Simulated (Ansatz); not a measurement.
# ZnCr2As2, from a guessed structure to a relaxed one

This structure for ZnCr2As2 is made up. Its elements were placed in a known structure type with a cell scaled to their sizes. What cell does the guess relax to, and how far off was it?

Program: Ansatz 0.2.0. Level of theory: DFT, PBE, plane-wave PAW, files of the set soft_1, scalar-relativistic, ferromagnetic start, cell and ions relaxed at zero pressure; PAW set soft_1. Results are calculated unless marked as measured.

## 1. Set-up

The structure is trigonal, space group P-3m1 (No. 164). The conventional cell has a = 4.113 Å, b = 4.113 Å, c = 6.548 Å, α = 90.00°, β = 90.00°, γ = 120.00°. Nearest to As lie 4 Cr at 2.51 to 2.56 Å and 3 Zn at 2.86 Å. Nearest to Zn lie 6 As at 2.86 Å. Cr has 4 As at 2.51 to 2.56 Å nearest. Farther neighbours are not listed.

## 2. Relaxation of the guess

The guessed cell has no reason to be at equilibrium. It is relaxed with the atoms, within the space group of the guess.

input.yaml reads:

```yaml
crystal:
  lattice:
    - [4.113, 0.0, 0.0]
    - [-2.0565, 3.561962486, 0.0]
    - [0.0, 0.0, 6.548]
  atoms:
    - { symbol: As, position: [0.666666667, 0.333333333, 0.2424] }
    - { symbol: As, position: [0.333333333, 0.666666667, 0.7576] }
    - { symbol: Zn, position: [0.0, 0.0, 0.0] }
    - { symbol: Cr, position: [0.666666667, 0.333333333, 0.6326], spin: 3.0 }
    - { symbol: Cr, position: [0.333333333, 0.666666667, 0.3674], spin: 3.0 }
magnetization:
  spin_polarized: true
kpoints:
  mp_grid: { grid: [8, 8, 4] }
scf:
  occupations: { method: fermi_dirac, width: 0.05 }
hamiltonian:
  xc: pbe
  pseudopotentials: { kind: paw, azcp: { folder: soft_1 } }
relax:
  f_tol: 0.015
  max_steps: 70
  cell: {}
output:
  forces: true
  stress: true
```

Started as:

```sh
> ansatz run input.yaml --threads 4 --pin off --max-ram 8192MiB --backend cpu --events-out ev --progress --plain --runs-dir out
```

Numbers of over 12 decimals in the logs are rounded to 6 here.

What it wrote:

```text
Engine: ansatz 0.2.0, aarch64-unknown-linux-gnu
Pseudopotentials: kind: paw
Pseudopotential: As, paw, valence charge 15, recommended cutoff 420 eV (normal), soft_1/As.paw.azcp
Pseudopotential: Zn, paw, valence charge 12, recommended cutoff 420 eV (normal), soft_1/Zn.paw.azcp
Pseudopotential: Cr, paw, valence charge 14, recommended cutoff 420 eV (normal), soft_1/Cr.paw.azcp
Functional definition: PBE
  parameter kappa = 0.804
  parameter beta = 0.066725
  exchange = pbe_x(kappa = kappa, mu = beta*pi^2/3)
  correlation = pbe_c(beta = beta)
Crystal: 5 atoms, lattice volume = 95.931 Å³
Basis set: ecut = 420 eV, 1833 PW (Γ), exchange–correlation on 60×60×90 points (8 copies of the dense FFT grid, shifted against one another)
Bands: 46, of which v1, the nominal top of the filled ones, is band 35 counted from 1 (34 counted from 0)
Symmetry: 12 space group operations
Space group: P-3m1 (ITA 164), of the structure as read, at distance tolerance 4.6e-5 Å
Magnetic group: BNS 164.85 (UNI 1315), of the structure as read, at distance tolerance 4.6e-5 Å
k-points: 35 of 256
Non-local potential: As, projectors of the file, l = 0: 2, l = 1: 2, l = 2: 3, l = 3: 1
Non-local potential: Zn, projectors of the file, l = 0: 2, l = 1: 2, l = 2: 3, l = 3: 1
Non-local potential: Cr, projectors of the file, l = 0: 3, l = 1: 2, l = 2: 3, l = 3: 1
PAW form: soft (Blöchl's): semilocal exchange-correlation on the pseudo side does not see the compensation charge
PAW one-centre angular grid: As, 590 points (default); XC on 64 Gauss nodes
PAW one-centre angular grid: Zn, 590 points (default); XC on 64 Gauss nodes
PAW one-centre angular grid: Cr, 590 points (default); XC on 64 Gauss nodes
Initial density: superposition of atomic densities (chi_scale 0.1, normalization cell)
Starting moments: Σ|m| = 6 μB on 2 of 5 sites
Initial wavefunctions: pseudopotential atomic-orbital guess
Functional: x = pbe(κ = 0.804, μ = 0.219515), c = pbe(β = 0.066725)
SCF iter   1: F=—  HF=-19787.320433 eV  |F-HF|=—  |Δ(HF+E_count)|=         —  Δρ=4.54e-2 (↑4.54e-2 ↓4.01e-2)  dr2=8.63e0  dr2_m=5.59e-2  M=5.541 μB ∫|m|=5.859 μB  β_m=0.30  ethr=3.10e-3  ⟨swp⟩=6.1  Hψ=11811  notcnv=0
Mixer restart at iter 1: flushing history
preconditioner: auto → Kerker (q_TF=auto, 2.589 Å⁻¹)  [metal: Δε(μ)=0.003 eV  Ē_g=7.598 eV  σ=0.050 eV  W_gap=0.01  n_scr=22 (ndim 8)  ℏωp=22.1 eV  f_vac=0.000  D(μ)=6.57/eV (n_scr^D=66)]
spin=Collinear: Kerker preconditioning applied to the charge; magnetization (m = ρ↑ − ρ↓) channel mixes plain (no charge-response kernel on spin).
SCF iter   2: F=—  HF=-19786.257083 eV  |F-HF|=—  |Δ(HF+E_count)|=    1.06e0  Δρ=2.64e-2 (↑1.79e-2 ↓2.64e-2)  dr2=3.02e0  dr2_m=4.25e-2  M=5.624 μB ∫|m|=6.007 μB  β_m=0.43  ethr=3.10e-3  ⟨swp⟩=3.5  Hψ=6474  notcnv=0  defer=157
SCF iter   3: F=—  HF=-19785.646167 eV  |F-HF|=—  |Δ(HF+E_count)|=   6.11e-1  Δρ=1.26e-2 (↑1.20e-2 ↓1.26e-2)  dr2=7.41e-1  dr2_m=6.41e-2  M=5.743 μB ∫|m|=6.231 μB  β_m=0.71  ethr=3.10e-3  ⟨swp⟩=2.0  Hψ=4399  notcnv=0  defer=157
SCF iter   4: F=—  HF=-19785.587904 eV  |F-HF|=—  |Δ(HF+E_count)|=   5.83e-2  Δρ=9.82e-3 (↑9.82e-3 ↓8.00e-3)  dr2=1.06e-1  dr2_m=3.04e-2  M=6.047 μB ∫|m|=6.625 μB  β_m=0.66  ethr=1.06e-3  ⟨swp⟩=2.8  Hψ=5629  notcnv=0  defer=146
SCF iter   5: F=—  HF=-19785.704870 eV  |F-HF|=—  |Δ(HF+E_count)|=         —  Δρ=2.05e-2 (↑2.05e-2 ↓1.44e-2)  dr2=5.15e-2  dr2_m=2.65e-1  M=6.740 μB ∫|m|=7.362 μB  β_m=0.66  ethr=1.51e-4  ⟨swp⟩=2.0  Hψ=5447  notcnv=0  defer=156
Mixer restart at iter 5: flushing history
SCF iter   6: F=—  HF=-19785.654241 eV  |F-HF|=—  |Δ(HF+E_count)|=   5.06e-2  Δρ=6.17e-3 (↑4.41e-3 ↓6.17e-3)  dr2=1.04e-2  dr2_m=2.15e-2  M=6.745 μB ∫|m|=7.372 μB  β_m=0.76  ethr=7.35e-5  ⟨swp⟩=2.3  Hψ=6477  notcnv=0  defer=156
SCF iter   7: F=—  HF=-19785.662956 eV  |F-HF|=—  |Δ(HF+E_count)|=   8.71e-3  Δρ=5.13e-3 (↑5.13e-3 ↓2.68e-3)  dr2=1.16e-2  dr2_m=1.02e-2  M=6.850 μB ∫|m|=7.492 μB  β_m=0.68  ethr=1.49e-5  ⟨swp⟩=2.0  Hψ=6837  notcnv=0  defer=166
SCF iter   8: F=—  HF=-19785.656335 eV  |F-HF|=—  |Δ(HF+E_count)|=   6.62e-3  Δρ=6.61e-4 (↑3.91e-4 ↓6.61e-4)  dr2=1.75e-3  dr2_m=6.54e-5  M=6.841 μB ∫|m|=7.484 μB  β_m=0.72  ethr=1.49e-5  ⟨swp⟩=2.1  Hψ=6068  notcnv=0  defer=166
SCF iter   9: F=—  HF=-19785.656318 eV  |F-HF|=—  |Δ(HF+E_count)|=   1.75e-5  Δρ=4.84e-4 (↑4.84e-4 ↓2.62e-4)  dr2=6.52e-4  dr2_m=4.77e-5  M=6.847 μB ∫|m|=7.492 μB  β_m=0.72  ethr=2.50e-6  ⟨swp⟩=2.0  Hψ=4055  notcnv=0  defer=165
SCF iter  10: F=—  HF=-19785.656113 eV  |F-HF|=—  |Δ(HF+E_count)|=   2.05e-4  Δρ=3.78e-4 (↑3.78e-4 ↓9.54e-5)  dr2=1.68e-4  dr2_m=2.46e-5  M=6.859 μB ∫|m|=7.507 μB  β_m=0.86  ethr=9.31e-7  ⟨swp⟩=2.1  Hψ=4358  notcnv=0  defer=165
SCF iter  11: F=—  HF=-19785.656231 eV  |F-HF|=—  |Δ(HF+E_count)|=   1.18e-4  Δρ=1.62e-4 (↑1.62e-4 ↓4.04e-5)  dr2=3.67e-5  dr2_m=4.14e-6  M=6.856 μB ∫|m|=7.504 μB  β_m=0.93  ethr=2.40e-7  ⟨swp⟩=2.0  Hψ=3742  notcnv=0  defer=165
SCF iter  12: F=—  HF=-19785.656283 eV  |F-HF|=—  |Δ(HF+E_count)|=   5.21e-5  Δρ=1.73e-5 (↑1.73e-5 ↓1.61e-5)  dr2=1.59e-6  dr2_m=4.63e-9  M=6.854 μB ∫|m|=7.502 μB  β_m=0.76  ethr=5.25e-8  ⟨swp⟩=2.0  Hψ=5102  notcnv=0  defer=165
SCF iter  13: F=—  HF=-19785.656282 eV  |F-HF|=—  |Δ(HF+E_count)|=   1.02e-6  Δρ=6.54e-6 (↑6.23e-6 ↓6.54e-6)  dr2=2.37e-7  dr2_m=2.16e-9  M=6.854 μB ∫|m|=7.502 μB  β_m=0.88  ethr=2.27e-9  ⟨swp⟩=2.0  Hψ=5117  notcnv=0  defer=165
SCF iter  14: F=-19785.656282 eV  HF=-19785.656282 eV  |F-HF|=1.56e-8  |Δ(HF+E_count)|=   5.16e-8  Δρ=4.14e-6 (↑4.14e-6 ↓2.94e-6)  dr2=6.38e-8  dr2_m=2.36e-9  M=6.854 μB ∫|m|=7.502 μB  ethr=1.43e-10  ⟨swp⟩=2.1  Hψ=10158  notcnv=0
SCF 1 converged in 14 iterations: F = -19785.656282 eV  dr2 = 6.38e-8
  greatest PAW one-centre occupation: 1.000 electrons in one spin orbital (limit 2), on the Cr atom at site 4 (counted from 0), in its partial waves of l = 0
relax step   1: F+E_penalty+E_count = -19785.65628219 eV  Δ(F+E_penalty+E_count) = +0.000e0 eV  max|allowed force component| = 2.314e-1 eV/Å  Δτ_max = 0.0000 Å  P = -1.348 GPa  Ω = 95.931 Å³  (14 SCF iters, dr2 threshold 1.00e-7 eV, accepted)
Crystal: 5 atoms, lattice volume = 93.333 Å³
Basis set: ecut = 420 eV, 1785 PW (Γ), exchange–correlation on 60×60×90 points (8 copies of the dense FFT grid, shifted against one another)
Initial density: handed on by an earlier stage of this run
Starting moments: Σ|m| = 6 μB on 2 of 5 sites; this step starts from the density that it was given
Initial wavefunctions: those handed on with the density
iter 1 solved again at ethr=2.11e-5 eV; its pass at ethr=3.10e-3 eV (dr2=1.47e-2 eV) is discarded
[...]
relax step   7: F+E_penalty+E_count = -19786.12322201 eV  Δ(F+E_penalty+E_count) = -1.597e-1 eV  max|allowed force component| = 4.831e-1 eV/Å  Δτ_max = 0.1971 Å  P = -1.478 GPa  Ω = 89.605 Å³  energy of the carried Pulay correction = +2.261e-3 eV  (13 SCF iters, dr2 threshold 5.00e-7 eV, accepted)
relax step   8: F+E_penalty+E_count = -19786.23545132 eV  Δ(F+E_penalty+E_count) = -1.122e-1 eV  max|allowed force component| = 9.236e-2 eV/Å  Δτ_max = 0.1932 Å  P = -1.848 GPa  Ω = 88.166 Å³  energy of the carried Pulay correction = +2.798e-3 eV  (12 SCF iters, dr2 threshold 5.00e-7 eV, accepted)
relax step   9: F+E_penalty+E_count = -19786.26532397 eV  Δ(F+E_penalty+E_count) = -2.987e-2 eV  max|allowed force component| = 2.824e-2 eV/Å  Δτ_max = 0.1521 Å  P = +1.305 GPa  Ω = 83.389 Å³  energy of the carried Pulay correction = +4.639e-3 eV  (12 SCF iters, dr2 threshold 5.00e-7 eV, accepted)
relax step  10: F+E_penalty+E_count = -19786.26713836 eV  Δ(F+E_penalty+E_count) = -1.814e-3 eV  max|allowed force component| = 6.293e-2 eV/Å  Δτ_max = 0.0099 Å  P = -0.412 GPa  Ω = 85.103 Å³  energy of the carried Pulay correction = +3.967e-3 eV  (10 SCF iters, dr2 threshold 5.00e-7 eV, accepted)
relax step  11: F+E_penalty+E_count = -19786.27085687 eV  Δ(F+E_penalty+E_count) = -3.719e-3 eV  max|allowed force component| = 2.309e-3 eV/Å  Δτ_max = 0.0142 Å  P = +0.040 GPa  Ω = 84.595 Å³  energy of the carried Pulay correction = +4.165e-3 eV  (9 SCF iters, dr2 threshold 5.00e-7 eV, accepted)
relax step  12: F+E_penalty+E_count = -19786.27098175 eV  Δ(F+E_penalty+E_count) = -1.249e-4 eV  max|allowed force component| = 4.021e-3 eV/Å  Δτ_max = 0.0025 Å  P = +0.017 GPa  Ω = 84.607 Å³  energy of the carried Pulay correction = +4.161e-3 eV  (8 SCF iters, dr2 threshold 3.90e-8 eV, accepted)
relax step  13: F+E_penalty+E_count = -19786.27043454 eV  Δ(F+E_penalty+E_count) = +5.472e-4 eV  max|allowed force component| = 3.789e-3 eV/Å  Δτ_max = 0.0000 Å  P = +0.065 GPa  Ω = 84.607 Å³  stress off target by 1.12e-1 GPa  SCF on the basis re-selected at this cell (its energy is not comparable with the rows above)  (13 SCF iters)
relax step  14: F+E_penalty+E_count = -19786.27046705 eV  Δ(F+E_penalty+E_count) = -3.250e-5 eV  max|allowed force component| = 3.001e-3 eV/Å  Δτ_max = 0.0020 Å  P = +0.006 GPa  Ω = 84.678 Å³  energy of the carried Pulay correction = -2.606e-5 eV  (7 SCF iters, dr2 threshold 3.14e-8 eV, accepted)
iter 1 solved again at ethr=4.71e-7 eV; its pass at ethr=3.10e-3 eV (dr2=3.30e-4 eV) is discarded
SCF iter   1: F=—  HF=-19786.270494 eV  |F-HF|=—  |Δ(HF+E_count)|=         —  Δρ=2.17e-6 (↑2.17e-6 ↓1.98e-6)  dr2=4.37e-9  dr2_m=5.11e-10  M=5.640 μB ∫|m|=6.437 μB  β_m=0.65  ethr=4.71e-7  ⟨swp⟩=3.0  Hψ=20004  notcnv=0
eigensolver tolerance schedule: the retry pair's looser diagonalisation over-reported the residual by 75383.21 of it (diagonalisation noise at an unbounded share of the residual, at the tolerance the schedule requests for it); recorded, not acted on — ethr = c·dr2/N_el stays at c = 1.0e-1
preconditioner: auto → Kerker (q_TF=auto, 2.153 Å⁻¹)  [metal: Δε(μ)=0.100 eV  Ē_g=8.280 eV  σ=0.050 eV  W_gap=0.46  n_scr=20 (ndim 8)  ℏωp=23.5 eV  f_vac=0.035  D(μ)=1.53/eV (n_scr^D=8)]
spin=Collinear: Kerker preconditioning applied to the charge; magnetization (m = ρ↑ − ρ↓) channel mixes plain (no charge-response kernel on spin).
SCF iter   2: F=—  HF=-19786.270495 eV  |F-HF|=—  |Δ(HF+E_count)|=   1.30e-6  Δρ=1.44e-6 (↑1.43e-6 ↓1.44e-6)  dr2=3.97e-9  dr2_m=4.31e-11  M=5.640 μB ∫|m|=6.437 μB  β_m=0.62  ethr=6.25e-12  ⟨swp⟩=3.3  Hψ=8281  notcnv=0
SCF iter   3: F=—  HF=-19786.270495 eV  |F-HF|=—  |Δ(HF+E_count)|=  7.46e-10  Δρ=4.67e-7 (↑4.67e-7 ↓4.28e-7)  dr2=3.77e-10  dr2_m=3.18e-11  M=5.640 μB ∫|m|=6.437 μB  β_m=0.64  ethr=5.67e-12  ⟨swp⟩=2.0  Hψ=4229  notcnv=0
SCF iter   4: F=—  HF=-19786.270495 eV  |F-HF|=—  |Δ(HF+E_count)|=  8.00e-11  Δρ=1.75e-7 (↑1.75e-7 ↓1.52e-7)  dr2=1.50e-10  dr2_m=3.66e-12  M=5.640 μB ∫|m|=6.437 μB  β_m=0.73  ethr=1.00e-12  ⟨swp⟩=2.0  Hψ=4184  notcnv=0
SCF iter   5: F=—  HF=-19786.270495 eV  |F-HF|=—  |Δ(HF+E_count)|=  1.09e-11  Δρ=1.11e-7 (↑1.09e-7 ↓1.11e-7)  dr2=4.54e-11  dr2_m=2.25e-13  M=5.640 μB ∫|m|=6.437 μB  β_m=0.77  ethr=1.00e-12  ⟨swp⟩=2.0  Hψ=3569  notcnv=0
SCF iter   6: F=-19786.270495 eV  HF=-19786.270495 eV  |F-HF|=3.64e-11  |Δ(HF+E_count)|=  1.09e-11  Δρ=1.40e-7 (↑1.40e-7 ↓5.49e-8)  dr2=2.89e-11  dr2_m=1.86e-12  M=5.640 μB ∫|m|=6.437 μB  ethr=1.00e-12  ⟨swp⟩=3.0  Hψ=10162  notcnv=0
SCF 15 converged in 6 iterations: F = -19786.270495 eV  dr2 = 2.89e-11
relax step  15: F+E_penalty+E_count = -19786.27049532 eV  Δ(F+E_penalty+E_count) = -2.828e-5 eV  max|allowed force component| = 2.991e-3 eV/Å  Δτ_max = 0.0000 Å  P = +0.006 GPa  Ω = 84.678 Å³  stress off target by 9.07e-3 GPa  SCF on the basis re-selected at this cell (its energy is not comparable with the rows above)  (6 SCF iters)
basis re-selected at this cell: Δ(F+E_penalty+E_count) = -2.828e-5 eV, ΔP = -0.000 GPa vs the last step (what re-selecting the basis moved, of the pressure what is left beyond the Pulay correction that the steps carried, after the strain that the cell walked since its last selection, with what the two solves' SCF thresholds leave and, on support functions, any second-order correction that the steps lacked; it is no m [...]
SCF converged after 6 iterations
Magnetization: 5.6397 μB (37.8199 up, 32.1801 down)
Absolute magnetization: 6.4314 μB (∫|ρ↑−ρ↓|, with the PAW one-centre terms)
Spin contamination: 0.2443 ħ² per cell (⟨S²⟩ above its minimum at these occupations)
Per-site moments (μB) at R_I (Å): [(-0.125204, 1.020122), (-0.125204, 1.020122), (-0.00457885, 1.125032), (2.616421, 1.020122), (2.616421, 1.020122)]
Free energy (F): -19786.270495 eV
Harris-Foulkes:  -19786.270495 eV  (|F-HF|=3.64e-11)
Internal energy: -19786.256076 eV  (E = F + TS)
E sigma→0 (E₀):  -19786.263286 eV
Entropy (-TS):   -0.014419 eV (-2.884 meV/atom)
Fermi energy:    12.566327 eV
--- Per-component energies (eV) ---
  E_band       = -816.892755
  E_kinetic    = 947.747686
  E_local      = -8562.327303  (includes V_loc(G=0)·N_el)
  E_nonlocal   = 127.367416
  E_hartree    = 4179.329798
  E_xc         = -449.119723
  E_vxc        = -490.975078  (∫ρ·V_xc dr)
  E_paw        = -8370.521851  (= ΣΔE_a)
  E_vpaw       = -1197.366054  (= ΣTr[D̂ρ^β])
  E_aug_tail   = 0.001164  (compensation charges beyond the density's cutoff)
  E_ewald      = -7658.733262
  E_smearing   = -0.014419  (= −TS)
  E_closure    = 0.000000  (closes the sum)
  Σ components = -19786.270495   (vs F -19786.270495, Δ=0.00e0)
--- Forces (eV/Å), atoms counted from 1 ---
  atom   1  As     0.00000000    -0.00000000     0.00299150
  atom   2  As    -0.00000000     0.00000000    -0.00299150
  atom   3  Zn     0.00000000     0.00000000     0.00000000
  atom   4  Cr    -0.00000000     0.00000000    -0.00250418
  atom   5  Cr     0.00000000    -0.00000000     0.00250418
  max |Σ_I F_I| component: 9.83e-18 eV/Å
--- Stress (GPa, compression-positive) ---
        0.009068       0.000000      -0.000000
        0.000000       0.009068      -0.000000
       -0.000000      -0.000000       0.000418
  P = ⅓ Tr σ = 0.0062 GPa (0.062 kbar)
--- Relaxed structure (13 steps of the walk, 13 accepted, 2 SCFs on fresh bases) ---
  F+E_penalty+E_count = -19786.27049532 eV   max|allowed force component| = 2.991e-3 eV/Å   (the final SCF, on the basis selected at the relaxed cell)
  cell:  # Å, volume = 84.6777 Å³
    - [4.425898, 0, -8.521987406428803e-17]
    - [-2.212949, 3.832940, 4.260993703214401e-17]
    - [-1.3567219434830573e-16, 0, 4.991552]
  atoms:
    - { symbol: As, position: [0.666667, 0.333333, 0.304445] }
    - { symbol: As, position: [0.333333, 0.666667, 0.695555] }
    - { symbol: Zn, position: [0, 0, 4.238786746430805e-19] }
    - { symbol: Cr, position: [0.666667, 0.333333, 0.809004] }
    - { symbol: Cr, position: [0.333333, 0.666667, 0.190996] }
```

It took 98 s on 4 threads of Arm Neoverse V2, shared host; peak memory 0.64 GiB; 5.4 min of CPU time.

Step by step:

| step | energy less that of the first step (eV) | largest force component (eV/Å) | pressure (GPa) | volume (Å³) |
| --- | --- | --- | --- | --- |
| 1 | 0.0000 | 0.2314 | -1.35 | 95.93 |
| 2 | -0.0662 | 0.1824 | -0.10 | 93.33 |
| 3 | -0.1397 | 0.0659 | 0.32 | 92.54 |
| 4 | -0.1545 | 0.1058 | -0.51 | 93.20 |
| 5 | -0.1881 | 0.6676 | -0.48 | 91.96 |
| 6 | -0.3072 | 0.3957 | -1.63 | 91.84 |
| 7 | -0.4669 | 0.4831 | -1.48 | 89.60 |
| 8 | -0.5792 | 0.0924 | -1.85 | 88.17 |
| 9 | -0.6090 | 0.0282 | 1.31 | 83.39 |
| 10 | -0.6109 | 0.0629 | -0.41 | 85.10 |
| 11 | -0.6146 | 0.0023 | 0.04 | 84.59 |
| 12 | -0.6147 | 0.0040 | 0.02 | 84.61 |
| 13* | -0.6142 | 0.0038 | 0.06 | 84.61 |
| 14 | -0.6142 | 0.0030 | 0.01 | 84.68 |
| 15* | -0.6142 | 0.0030 | 0.01 | 84.68 |

Relaxation steps marked * repeat the geometry before them on a plane-wave basis chosen anew for their cell, so energy and pressure can jump there.

The run keeps the 12 symmetry operations that it works with, so distortions that break them were not tested.

| cell as run | before | after | change |
| --- | --- | --- | --- |
| a (Å) | 4.113 | 4.426 | +7.6 % |
| b (Å) | 4.113 | 4.426 | +7.6 % |
| c (Å) | 6.548 | 4.992 | -23.8 % |
| volume (Å³/atom) | 19.19 | 16.94 | -11.7 % |

The atoms that moved most (Å, as changes of fractional coordinates times the final cell):

| atom | dx | dy | dz | length |
| --- | --- | --- | --- | --- |
| Cr4 | 0.000 | 0.000 | 0.881 | 0.881 |
| Cr5 | 0.000 | 0.000 | -0.881 | 0.881 |
| As2 | 0.000 | 0.000 | -0.310 | 0.310 |
| As1 | 0.000 | 0.000 | 0.310 | 0.310 |

The relaxed structure:

```
As Zn Cr
1.0
     4.42590    0.00000    0.00000
    -2.21295    3.83294    0.00000
     0.00000    0.00000    4.99155
As Zn Cr
2 1 2
Direct
  0.66667 0.33333 0.30445
  0.33333 0.66667 0.69555
  0.00000 0.00000 0.00000
  0.66667 0.33333 0.80900
  0.33333 0.66667 0.19100
```

This step gave:

- free energy: -19786.2705 eV
- energy at zero smearing: -19786.2633 eV
- smearing term TS: 0.01442 eV
- Fermi energy: 12.57 eV
- magnetization: 5.640 μB
- absolute magnetization: 6.431 μB
- site moments: -0.1252, -0.1252, -0.004579, 2.616, 2.616 μB
- electrons: 70
- symmetry operations: 12
- pressure: 0.006185 GPa

Site moment by atom:

```
atom  site moment (μB)
 As1             -0.13
 As2             -0.13
 Zn3              0.00
 Cr4              2.62
 Cr5              2.62
```

The shortest distance of each pair, which need not be the same contact before and after:

```csv
pair,guess (Å),relaxed (Å)
As–Cr,2.512,2.473
Cr–Zn,3.380,2.727
As–Zn,2.856,2.973
Cr–Cr,2.942,3.188
As–As,3.964,3.216
```

The relaxation ends with a largest force component of 0.0030 eV/Å and a pressure of 0.01 GPa.

## 3. What came out

```json
{"space group, relaxed": "P-3m1", "conventional cell": "a = 4.426, b = 4.426, c = 4.992 Å; α = 90.0°, β = 90.0°, γ = 120.0°", "volume per atom": "16.94 Å³ (guess 19.19)", "total moment": "5.64 μB in the cell of 5 atoms"}
```

What this shows: ZnCr2As2 relaxes to P-3m1 with a = 4.426, b = 4.426 and c = 4.992 Å. The guessed volume was 13 % too large. The space group P-3m1 was held in the relaxation, so the end point is a stationary structure within it and may be a saddle against distortions or other arrangements. The input starts from parallel moments, and no other start was typed. Mesh and cutoff weren't tested. A vector of the cell changed its length by 24 %, so the starting arrangement is largely lost and the mesh was laid for another shape. No dispersion term is used, so weakly bound directions may come out too long. Nothing here tests whether the compound is stable against decomposition.

[Logs are printed without paths, hosts, clocks, repeated set-up lines and the standing remarks that a program may print on its own settings, such as how far it seeks lower states.]

[Hosts, paths, dates, database ids (printed as entryN), source tags and the programs' standing remarks are cut or masked in the printed files.]
